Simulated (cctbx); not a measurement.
**Which space group?**

Cell: a = 7.4240 Å, b = 7.4240 Å, c = 17.8210 Å, α = 90.00°, β = 90.00°, γ = 120.00°. Expected content of the cell: Se24 Co9 Mn6 Ti3.

The data are simulated with cctbx, not measured: Cu Kα, λ = 1.54184 Å, to d = 0.83 Å, 50 % of the full sphere, strongest reflection 40000 counts, noise from counting, a 6 % proportional error and a noise floor of 4 counts (s.d.); no absorption, some extinction.

A first pass over the reflections prints:

```text
3118 reflections to d = 0.830 A
centring   violations  <I/sigma> of those
    A        493 of  1580      4.1
    B        501 of  1581      4.2
    C        470 of  1531      3.9
    I        485 of  1548      4.2
    R          0 of  2060      0.0
    F        732 of  2346      4.1
Laue class    unique    Rint  (classes that these axes allow; Friedel mates merged)
R -3 :H           345   0.041
R -3 m :H         216   0.044
space group    extra absences  I>4sigma  <I/sigma>
R 3 2 :H                0          0         -  acentric
R 3 m :H                0          0         -  acentric
R -3 m :H               0          0         -  centric
Wilson B = 0.87 A^2   <|E^2-1|> = 0.895 (0.968 centric, 0.736 acentric)   E^2>4: 3.3 %
shell (A)         n   <I/sigma>
 6.05 - 1.65     34     22.5
 1.65 - 1.31     28     26.4
 1.31 - 1.15     26     24.7
 1.15 - 1.04     24     26.3
 1.04 - 0.97     30     24.2
 0.97 - 0.91     24     22.3
 0.91 - 0.87     27     26.9
 0.87 - 0.83     23     25.6
```

**Question.** What are the lattice type, the Laue class and the likely space group?

The reflections that R centring forbids are absent (⟨I/σ⟩ near 0), so the lattice is R.

Rint stays low (0.041 to 0.044) up to R -3 m :H, the highest class in these axes.

3 settings pass the absence test. No glide or screw absences show, which leaves R 3 2, R 3 m and R -3 m.

⟨|E²−1|⟩ = 0.895 leans to a centrosymmetric structure. The Wilson B of 0.87 Å² means U ≈ 0.0110 Å².

The true group is R-3m (no. 166), Laue class -3m, centrosymmetric. The tables only narrow the choice to the tied entries; cell content, site symmetry and trial solutions must settle it.

The model was made for the exercise: a known structure type with other elements put in, its volume estimated, not relaxed; displacement parameters are assumed.

[Logs are printed without paths, hosts, clocks, repeated set-up lines and the standing remarks that a program may print on its own settings, such as how far it seeks lower states.]
